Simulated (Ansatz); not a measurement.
**Compressing and expanding LiH10C6IN2O2 (C2/c) (176 atoms)**

How stiff is LiH10C6IN2O2 (C2/c) (176 atoms)?

Calculated with Ansatz 0.2.0; Kohn-Sham DFT, PBE+D4, PAW (set soft_2, large core), plane waves.

## Step 1: The structure

The cell holds 176 atoms: 8 Li, 80 H, 48 C, 8 I, 16 N and 16 O. Cell: a = 14.097 Å, b = 14.036 Å, c = 10.923 Å, α = 90.0°, β = 100.0°, γ = 90.0°. It derives from LiH10C6IN2O2 (C2/c), repeated 1×1×1. LiH10C6IN2O2, space group C2/c, structure from the Crystallography Open Database, 1 x 1 x 1 conventional cells; every coordinate displaced by a Gaussian of 0.03 Å; bonds to H set to neutron lengths (C-H 1.089, N-H 1.015, O-H 0.983, B-H 1.19 Å) where the listed ones are shorter.

What the set-up can't give: The Brillouin zone is sampled at Γ only. No spin–orbit coupling is included, so levels derived from the heavy atoms are approximate.

## Step 2: Single point at the start

The forces at the start show how far the geometry lies from a minimum of this functional.

Contents of input.yaml:

```yaml
crystal:
  lattice:
    - [14.097, 0.0, 0.0]
    - [0.0, 14.036, 0.0]
    - [-1.89113, 0.0, 10.75805]
  atoms:
    - { symbol: Li, position: [0.21905, 0.29346, 0.73873] }
    - { symbol: Li, position: [0.77676, 0.29039, 0.75782] }
    - { symbol: Li, position: [0.7211, 0.7924, 0.74751] }
    - { symbol: Li, position: [0.28041, 0.79018, 0.75608] }
    - { symbol: Li, position: [0.78108, 0.70936, 0.2584] }
    - { symbol: Li, position: [0.22122, 0.70931, 0.24602] }
    - { symbol: Li, position: [0.28121, 0.21038, 0.25637] }
    - { symbol: Li, position: [0.72101, 0.2086, 0.24176] }
    - { symbol: H, position: [0.84729, 0.49902, 0.99119] }
    - { symbol: H, position: [0.15083, 0.49888, 0.51151] }
    - { symbol: H, position: [0.34681, 0.99817, 0.99624] }
    - { symbol: H, position: [0.65337, 0.99768, 0.51229] }
    - { symbol: H, position: [0.15377, 0.50578, 0.01319] }
    - { symbol: H, position: [0.84527, 0.50564, 0.48849] }
    - { symbol: H, position: [0.65197, 0.00398, 0.00965] }
    - { symbol: H, position: [0.34572, 0.00523, 0.48425] }
    - { symbol: H, position: [0.72992, 0.46775, 0.9168] }
    - { symbol: H, position: [0.27129, 0.46607, 0.58058] }
    - { symbol: H, position: [0.22785, 0.97091, 0.91858] }
    - { symbol: H, position: [0.76882, 0.97384, 0.57525] }
    - { symbol: H, position: [0.27826, 0.53226, 0.08262] }
    - { symbol: H, position: [0.72284, 0.53019, 0.41602] }
    - { symbol: H, position: [0.77162, 0.02932, 0.08] }
    - { symbol: H, position: [0.22681, 0.02974, 0.42248] }
    - { symbol: H, position: [0.66539, 0.55113, 0.09523] }
    - { symbol: H, position: [0.33597, 0.54498, 0.40901] }
    - { symbol: H, position: [0.16491, 0.04637, 0.09114] }
    - { symbol: H, position: [0.83396, 0.04861, 0.40991] }
    - { symbol: H, position: [0.33487, 0.45044, 0.90692] }
    - { symbol: H, position: [0.66867, 0.44925, 0.59268] }
    - { symbol: H, position: [0.83481, 0.95247, 0.90596] }
    - { symbol: H, position: [0.16267, 0.95268, 0.59219] }
    [... 138 atom lines left out ...]
    - { symbol: O, position: [0.4022, 0.25843, 0.3392] }
    - { symbol: O, position: [0.60225, 0.25643, 0.1606] }
    - { symbol: O, position: [0.10204, 0.24078, 0.65938] }
    - { symbol: O, position: [0.90073, 0.24105, 0.837] }
    - { symbol: O, position: [0.60343, 0.74052, 0.66169] }
    - { symbol: O, position: [0.40385, 0.73941, 0.84407] }
kpoints:
  mp_grid: { grid: [1, 1, 1] }
hamiltonian:
  xc: pbe
  dispersion: d4
  pseudopotentials: { kind: paw, core: large }
scf:
  occupations: { method: gaussian, width: 0.05 }
output:
  forces: true
```

The run is started by

```sh
$ ansatz run input.yaml --threads 4 --pin off --max-ram 8192MiB --backend cpu --events-out ev --progress --plain --runs-dir out
```

Numbers of over 12 decimals in the logs are rounded to 6 here.

What it wrote:

```text
[...]
Pseudopotentials: kind: paw
Pseudopotential: Li, paw, valence charge 3, recommended cutoff 420 eV (normal), Li.paw.azcp
Pseudopotential: H, paw, valence charge 1, recommended cutoff 420 eV (normal), H.paw.azcp
Pseudopotential: C, paw, valence charge 4, recommended cutoff 420 eV (normal), C.paw.azcp
Pseudopotential: I, paw, valence charge 7, recommended cutoff 420 eV (normal), I.paw.azcp#standard-large-core
Pseudopotential: N, paw, valence charge 5, recommended cutoff 420 eV (normal), N.paw.azcp
Pseudopotential: O, paw, valence charge 6, recommended cutoff 420 eV (normal), O.paw.azcp
[... 5 lines on functional and potentials left out ...]
Crystal: 176 atoms, lattice volume = 2128.647 Å³
Basis set: ecut = 420 eV, 41671 PW (Γ), exchange–correlation on 192×192×150 points (8 copies of the dense FFT grid, shifted against one another)
Bands: 440, of which v1, the nominal top of the filled ones, is band 264 counted from 1 (263 counted from 0)
Symmetry: 1 space group operations
Space group: P1 (ITA 1), of the structure as read, at distance tolerance 1.3e-4 Å
k-points: 1
[... 13 lines on functional and potentials left out ...]
Initial density: superposition of atomic densities (chi_scale 0.1, normalization cell, long waves kept (reshape's long-wave potential 0.14 eV rms))
Initial wavefunctions: pseudopotential atomic-orbital guess
[...]
SCF iter   1: F=—  HF=-71614.745154 eV  |F-HF|=—  |Δ(HF+E_count)|=         —  Δρ=1.06e-1  dr2=2.16e2  ethr=3.10e-3  ⟨swp⟩=6.0  Hψ=1987  notcnv=0  defer=79
preconditioner: auto → Resta (q_TF=auto, 2.163 Å⁻¹)  ε∞=2.5  [insulator: Δε(μ)=2.451 eV  Ē_g=13.308 eV  σ=0.050 eV  W_gap=1.00  n_scr=362 (ndim 8)  ℏωp=16.4 eV  f_vac=0.010  D(μ)=0.00/eV (n_scr^D=0)  ε∞_Penn≈2.5]
SCF iter   2: F=—  HF=-71556.450933 eV  |F-HF|=—  |Δ(HF+E_count)|=    5.83e1  Δρ=4.96e-2  dr2=5.16e1  ethr=3.10e-3  ⟨swp⟩=3.0  Hψ=760  notcnv=0  defer=171
SCF iter   3: F=—  HF=-71538.817600 eV  |F-HF|=—  |Δ(HF+E_count)|=    1.76e1  Δρ=6.09e-3  dr2=8.15e-1  ethr=3.10e-3  ⟨swp⟩=3.0  Hψ=753  notcnv=0  defer=171
SCF iter   4: F=—  HF=-71539.061610 eV  |F-HF|=—  |Δ(HF+E_count)|=   2.44e-1  Δρ=1.46e-3  dr2=5.28e-2  ethr=1.54e-4  ⟨swp⟩=2.0  Hψ=550  notcnv=0  defer=37
automatic band count: iteration 4 solves 306 bands in place of 440: the levels show a gap, and the empty bands left out lie too high to hold charge; the band table lists the bands solved (type scf.n_extra_bands for more)
SCF iter   5: F=—  HF=-71539.104624 eV  |F-HF|=—  |Δ(HF+E_count)|=   4.30e-2  Δρ=4.58e-4  dr2=3.96e-3  ethr=1.00e-5  ⟨swp⟩=2.0  Hψ=530  notcnv=0  defer=37
SCF iter   6: F=—  HF=-71539.108402 eV  |F-HF|=—  |Δ(HF+E_count)|=   3.78e-3  Δρ=1.36e-4  dr2=3.03e-4  ethr=7.51e-7  ⟨swp⟩=2.0  Hψ=525  notcnv=0  defer=37
SCF iter   7: F=—  HF=-71539.108613 eV  |F-HF|=—  |Δ(HF+E_count)|=   2.11e-4  Δρ=3.16e-5  dr2=2.35e-5  ethr=5.73e-8  ⟨swp⟩=2.0  Hψ=525  notcnv=0  defer=37
SCF iter   8: F=—  HF=-71539.109059 eV  |F-HF|=—  |Δ(HF+E_count)|=   4.46e-4  Δρ=1.01e-5  dr2=2.18e-6  ethr=4.45e-9  ⟨swp⟩=2.0  Hψ=570  notcnv=0  defer=37
SCF iter   9: F=—  HF=-71539.109060 eV  |F-HF|=—  |Δ(HF+E_count)|=   3.83e-7  Δρ=3.83e-6  dr2=2.61e-7  ethr=4.13e-10  ⟨swp⟩=3.0  Hψ=526  notcnv=0  defer=37
SCF iter  10: F=-71539.109060 eV  HF=-71539.109060 eV  |F-HF|=9.95e-9  |Δ(HF+E_count)|=   4.03e-9  Δρ=9.38e-7  dr2=2.25e-8  ethr=1.89e-11  ⟨swp⟩=5.0  Hψ=1122  notcnv=0
SCF 1 converged in 10 iterations: F = -71539.109060 eV  dr2 = 2.25e-8
[...]
SCF converged after 10 iterations
Free energy (F): -71539.109060 eV
Harris-Foulkes:  -71539.109060 eV  (|F-HF|=9.95e-9)
Internal energy: -71539.109060 eV  (E = F + TS)
E sigma→0 (E₀):  -71539.109060 eV
Fermi energy:    2.243607 eV
--- Per-component energies (eV) ---
[...]
Σ components = -71539.109060   (vs F -71539.109060, Δ=0.00e0)
--- Forces (eV/Å), atoms counted from 1 ---
  atom   1  Li     0.37804343    -0.35144783     0.11507066
  atom   2  Li     0.15771529    -0.44172506    -0.12573730
  atom   3  Li     0.35904279    -0.08363950    -0.02340708
  atom   4  Li    -0.17377583    -0.05545916     0.10262664
[...]
atom 176  O     -2.78647568     0.04710290    -2.31818602
  max |Σ_I F_I| component: 8.89e-5 eV/Å
```

It took 48 s on 4 threads of AMD EPYC 7571, shared host; peak memory 2.9 GiB.

The program notes that potentials were chosen by core size.

The r.m.s. force at the start is 2.5 eV/Å.

## Step 3: Cell and atoms relaxed

The cell is relaxed with the atoms, since the starting lattice needn't suit this functional.

Contents of input.yaml:

```yaml
crystal:
  lattice:
    - [14.097, 0.0, 0.0]
    - [0.0, 14.036, 0.0]
    - [-1.89113, 0.0, 10.75805]
  atoms:
    [... the 176 atom lines of step 2 ...]
kpoints:
  mp_grid: { grid: [1, 1, 1] }
hamiltonian:
  xc: pbe
  dispersion: d4
  pseudopotentials: { kind: paw, core: large }
scf:
  occupations: { method: gaussian, width: 0.05 }
output:
  forces: true
relax:
  f_tol: 0.05
  max_steps: 150
  cell: {}
```

What it wrote:

```text
[...]
Crystal: 176 atoms, lattice volume = 2128.647 Å³
Basis set: ecut = 420 eV, 41671 PW (Γ), exchange–correlation on 192×192×150 points (8 copies of the dense FFT grid, shifted against one another)
Bands: 440, of which v1, the nominal top of the filled ones, is band 264 counted from 1 (263 counted from 0)
Symmetry: 1 space group operations
[...]
k-points: 1
[...]
SCF iter   1: F=—  HF=-71614.745154 eV  |F-HF|=—  |Δ(HF+E_count)|=         —  Δρ=1.06e-1  dr2=2.16e2  ethr=3.10e-3  ⟨swp⟩=6.0  Hψ=1987  notcnv=0  defer=79
[...]
SCF iter   9: F=—  HF=-71539.109060 eV  |F-HF|=—  |Δ(HF+E_count)|=   3.85e-7  Δρ=3.91e-6  dr2=2.77e-7  ethr=4.22e-10  ⟨swp⟩=3.0  Hψ=526  notcnv=0  defer=171
SCF iter  10: F=-71539.109060 eV  HF=-71539.109060 eV  |F-HF|=8.00e-9  |Δ(HF+E_count)|=   5.12e-9  Δρ=8.26e-7  dr2=2.08e-8  ethr=1.89e-11  ⟨swp⟩=5.0  Hψ=1256  notcnv=0
SCF 1 converged in 10 iterations: F = -71539.109060 eV  dr2 = 2.08e-8
[...]
relax step   1: F+E_penalty+E_count = -71539.10905967 eV  Δ(F+E_penalty+E_count) = +0.000e0 eV  max|allowed force component| = 1.941e1 eV/Å  Δτ_max = 0.0000 Å  P = +3.305 GPa  Ω = 2128.647 Å³  (10 SCF iters, dr2 threshold 1.00e-7 eV, accepted)
[... from here on, the SCF cycles and remarks between the steps are left out ...]
relax step   2: F+E_penalty+E_count = -71547.84054363 eV  Δ(F+E_penalty+E_count) = -8.731e0 eV  max|allowed force component| = 2.194e0 eV/Å  Δτ_max = 0.1949 Å  P = +0.244 GPa  Ω = 2075.517 Å³  energy of the carried Pulay correction = +1.233e-1 eV  (8 SCF iters, dr2 threshold 1.76e-5 eV, accepted)
relax step   3: F+E_penalty+E_count = -71548.73022381 eV  Δ(F+E_penalty+E_count) = -8.897e-1 eV  max|allowed force component| = 1.012e0 eV/Å  Δτ_max = 0.1940 Å  P = -0.135 GPa  Ω = 2107.593 Å³  energy of the carried Pulay correction = +4.848e-2 eV  (7 SCF iters, dr2 threshold 1.76e-5 eV, accepted)
relax step   4: F+E_penalty+E_count = -71548.97134775 eV  Δ(F+E_penalty+E_count) = -2.411e-1 eV  max|allowed force component| = 1.401e-1 eV/Å  Δτ_max = 0.1973 Å  P = +0.040 GPa  Ω = 2069.268 Å³  energy of the carried Pulay correction = +1.380e-1 eV  (9 SCF iters, dr2 threshold 1.76e-5 eV, accepted)
relax step   5: F+E_penalty+E_count = -71549.00346686 eV  Δ(F+E_penalty+E_count) = -3.212e-2 eV  max|allowed force component| = 3.543e-1 eV/Å  Δτ_max = 0.1183 Å  P = -0.027 GPa  Ω = 2077.846 Å³  energy of the carried Pulay correction = +1.178e-1 eV  (9 SCF iters, dr2 threshold 1.23e-6 eV, accepted)
relax step   6: F+E_penalty+E_count = -71549.06117082 eV  Δ(F+E_penalty+E_count) = -5.770e-2 eV  max|allowed force component| = 1.591e-2 eV/Å  Δτ_max = 0.0658 Å  P = +0.015 GPa  Ω = 2080.356 Å³  energy of the carried Pulay correction = +1.119e-1 eV  (7 SCF iters, dr2 threshold 7.85e-6 eV, accepted)
relax step   7: F+E_penalty+E_count = -71549.05933532 eV  Δ(F+E_penalty+E_count) = +1.836e-3 eV  max|allowed force component| = 2.229e-2 eV/Å  Δτ_max = 0.0244 Å  P = -0.005 GPa  Ω = 2082.731 Å³  energy of the carried Pulay correction = +1.063e-1 eV  (10 SCF iters, accepted)
relax step   8: F+E_penalty+E_count = -71548.95918442 eV  Δ(F+E_penalty+E_count) = +1.002e-1 eV  max|allowed force component| = 2.120e-2 eV/Å  Δτ_max = 0.0000 Å  P = -0.067 GPa  Ω = 2082.731 Å³  stress off target by 9.19e-2 GPa  SCF on the basis re-selected at this cell (its energy is not comparable with the rows above)  (6 SCF iters)
relax step   9: F+E_penalty+E_count = -71548.99652279 eV  Δ(F+E_penalty+E_count) = -3.734e-2 eV  max|allowed force component| = 3.041e-2 eV/Å  Δτ_max = 0.0222 Å  P = +0.004 GPa  Ω = 2068.011 Å³  energy of the carried Pulay correction = +3.357e-2 eV  (9 SCF iters, dr2 threshold 2.11e-8 eV, accepted)
relax step  10: F+E_penalty+E_count = -71548.96501892 eV  Δ(F+E_penalty+E_count) = +3.150e-2 eV  max|allowed force component| = 3.067e-2 eV/Å  Δτ_max = 0.0000 Å  P = -0.008 GPa  Ω = 2068.011 Å³  stress off target by 1.97e-2 GPa  SCF on the basis re-selected at this cell (its energy is not comparable with the rows above)  (6 SCF iters)
[...]
SCF converged after 6 iterations
Free energy (F): -71548.965019 eV
[...]
Internal energy: -71548.965019 eV  (E = F + TS)
E sigma→0 (E₀):  -71548.965019 eV
Fermi energy:    2.529125 eV
[...]
Σ components = -71548.965019   (vs F -71548.965019, Δ=0.00e0)
--- Forces (eV/Å), atoms counted from 1 ---
  atom   1  Li     0.00177752    -0.00251169     0.00019149
  atom   2  Li     0.00044884    -0.00174727     0.00092557
  atom   3  Li     0.00373167     0.00213608    -0.00086718
  atom   4  Li    -0.00118715    -0.00011980     0.00278557
[...]
atom 176  O     -0.00368040    -0.00348689    -0.00409439
  max |Σ_I F_I| component: 9.44e-6 eV/Å
--- Stress (GPa, compression-positive) ---
       -0.018888      -0.000927      -0.003499
       -0.000927      -0.017779      -0.000431
       -0.003498      -0.000430       0.012546
  P = ⅓ Tr σ = -0.0080 GPa (-0.080 kbar)
--- Relaxed structure (8 steps of the walk, 8 accepted, 2 SCFs on fresh bases) ---
  F+E_penalty+E_count = -71548.96501892 eV   max|allowed force component| = 3.067e-2 eV/Å   (the final SCF, on the basis selected at the relaxed cell)
  cell:  # Å, volume = 2068.0115 Å³
    - [13.890791, -0.00188979, -0.041950]
    - [-0.00188161, 13.843545, 0.00168363]
    - [-1.895481, 0.00154395, 10.759938]
  atoms:
    - { symbol: Li, position: [0.223584, 0.293562, 0.744563] }
    - { symbol: Li, position: [0.777441, 0.293339, 0.755592] }
    - { symbol: Li, position: [0.723193, 0.793568, 0.744840] }
    - { symbol: Li, position: [0.277129, 0.793449, 0.755376] }
[...]
- { symbol: O, position: [0.402806, 0.744509, 0.837746] }
```

It took 9.5 min on 4 threads; peak memory 3 GiB; 36 min of CPU time.

The relaxation converged after 8 steps, with a largest force component of 0.031 eV/Å.

## Step 4: Single point at the relaxed geometry

The electronic structure is read at the final geometry, in a run of its own.

Contents of input.yaml:

```yaml
crystal:
  lattice:
    - [13.89079, -0.00189, -0.04195]
    - [-0.00188, 13.84354, 0.00168]
    - [-1.89548, 0.00154, 10.75994]
  atoms:
    - { symbol: Li, position: [0.22358, 0.29356, 0.74456] }
    - { symbol: Li, position: [0.77744, 0.29334, 0.75559] }
    - { symbol: Li, position: [0.72319, 0.79357, 0.74484] }
    - { symbol: Li, position: [0.27713, 0.79345, 0.75538] }
    - { symbol: Li, position: [0.77689, 0.70622, 0.25546] }
    - { symbol: Li, position: [0.22358, 0.70619, 0.2447] }
    [... 164 atom lines left out ...]
    - { symbol: O, position: [0.40242, 0.25549, 0.33759] }
    - { symbol: O, position: [0.59802, 0.25547, 0.16201] }
    - { symbol: O, position: [0.09808, 0.24423, 0.66227] }
    - { symbol: O, position: [0.90302, 0.24436, 0.83806] }
    - { symbol: O, position: [0.59757, 0.74464, 0.6624] }
    - { symbol: O, position: [0.40281, 0.74451, 0.83775] }
kpoints:
  mp_grid: { grid: [1, 1, 1] }
hamiltonian:
  xc: pbe
  dispersion: d4
  pseudopotentials: { kind: paw, core: large }
scf:
  occupations: { method: gaussian, width: 0.05 }
output:
  forces: true
  stress: true
  populations: intrinsic
  dos:
    method: { smearing: { sigma: 0.08 } }
    de: 0.1
    projected: { site_lists: { C: [C], H: [H], I: [I], Li: [Li], "N": ["N"] } }
  eigenvalues: true
  write_density: true
  write_potential: true
  volumetric_format: npy
  elf: true
```

What it wrote:

```text
[...]
Crystal: 176 atoms, lattice volume = 2068.011 Å³
Basis set: ecut = 420 eV, 40439 PW (Γ), exchange–correlation on 192×192×150 points (8 copies of the dense FFT grid, shifted against one another)
Bands: 440, of which v1, the nominal top of the filled ones, is band 264 counted from 1 (263 counted from 0)
Symmetry: 1 space group operations
[...]
k-points: 1
[...]
SCF iter   1: F=—  HF=-71617.429675 eV  |F-HF|=—  |Δ(HF+E_count)|=         —  Δρ=1.03e-1  dr2=1.98e2  ethr=3.10e-3  ⟨swp⟩=6.0  Hψ=1983  notcnv=0  defer=64
[...]
SCF iter   9: F=-71548.965005 eV  HF=-71548.965005 eV  |F-HF|=1.37e-8  |Δ(HF+E_count)|=   5.10e-7  Δρ=1.30e-6  dr2=4.19e-8  ethr=1.89e-11  ⟨swp⟩=25.0  Hψ=5242  notcnv=0
SCF 1 converged in 9 iterations: F = -71548.965005 eV  dr2 = 4.19e-8
[...]
SCF converged after 9 iterations
Free energy (F): -71548.965005 eV
[...]
Internal energy: -71548.965005 eV  (E = F + TS)
E sigma→0 (E₀):  -71548.965005 eV
Fermi energy:    2.528945 eV
[...]
--- Forces (eV/Å), atoms counted from 1 ---
  atom   1  Li     0.00182025    -0.00234142     0.00033418
  atom   2  Li     0.00046845    -0.00159613     0.00089974
  atom   3  Li     0.00404395     0.00200846    -0.00086098
  atom   4  Li    -0.00099410    -0.00016733     0.00256812
  atom   5  Li    -0.00234707     0.00159641     0.00064443
  atom   6  Li     0.00164007    -0.00078884    -0.00246756
  atom   7  Li    -0.00133129     0.00035363     0.00131982
  atom   8  Li     0.00213341     0.00195208    -0.00065770
  atom   9  H     -0.00203877    -0.00101855     0.00591212
  atom  10  H     -0.00494789    -0.00314376    -0.00397883
  atom  11  H     -0.00230399    -0.00001641     0.00499392
  atom  12  H      0.00163479     0.00073176    -0.00445944
  atom  13  H     -0.00019358     0.00104411    -0.00456112
  atom  14  H      0.00058842     0.00050843     0.00609234
[...]
atom 175  O     -0.00241060    -0.00693304     0.00233958
  atom 176  O     -0.00532931    -0.00484463    -0.00622503
  max |Σ_I F_I| component: 6.74e-5 eV/Å
--- Stress (GPa, compression-positive) ---
       -0.022760      -0.001548      -0.001993
       -0.001548      -0.018534      -0.001433
       -0.001992      -0.001433       0.011407
  P = ⅓ Tr σ = -0.0100 GPa (-0.100 kbar)
--- Band table (eV) ---
[...]
--- intrinsic populations: 176 sites ---
  site symbol       q [e]
     0     Li      2.2721
     1     Li      2.2722
     2     Li      2.2721
[...]
175      O      6.6153
  spilling = 0.000000 (of n_electrons = 528.000000)
```

Run time: 90 s. Hardware: 4 threads; peak memory 2.9 GiB; 5.7 min of CPU time.

Read from the output:

* free energy: -71548.9650 eV
* free energy per atom: -406.5282 eV/atom
* SCF cycles: 9
* pressure: -0.009962 GPa
* r.m.s. force component: 0.00619 eV/Å
* longest force: 0.02976 eV/Å
* Fermi energy: 2.529 eV
* gap (highest filled to lowest empty level): 4.074 eV

(Continued in part 2 of 2.)

[Logs are printed without paths, hosts, clocks, repeated set-up lines and the standing remarks that a program may print on its own settings, such as how far it seeks lower states.]

[Hosts, paths, dates, database ids (printed as entryN), source tags and the programs' standing remarks are cut or masked in the printed files.]
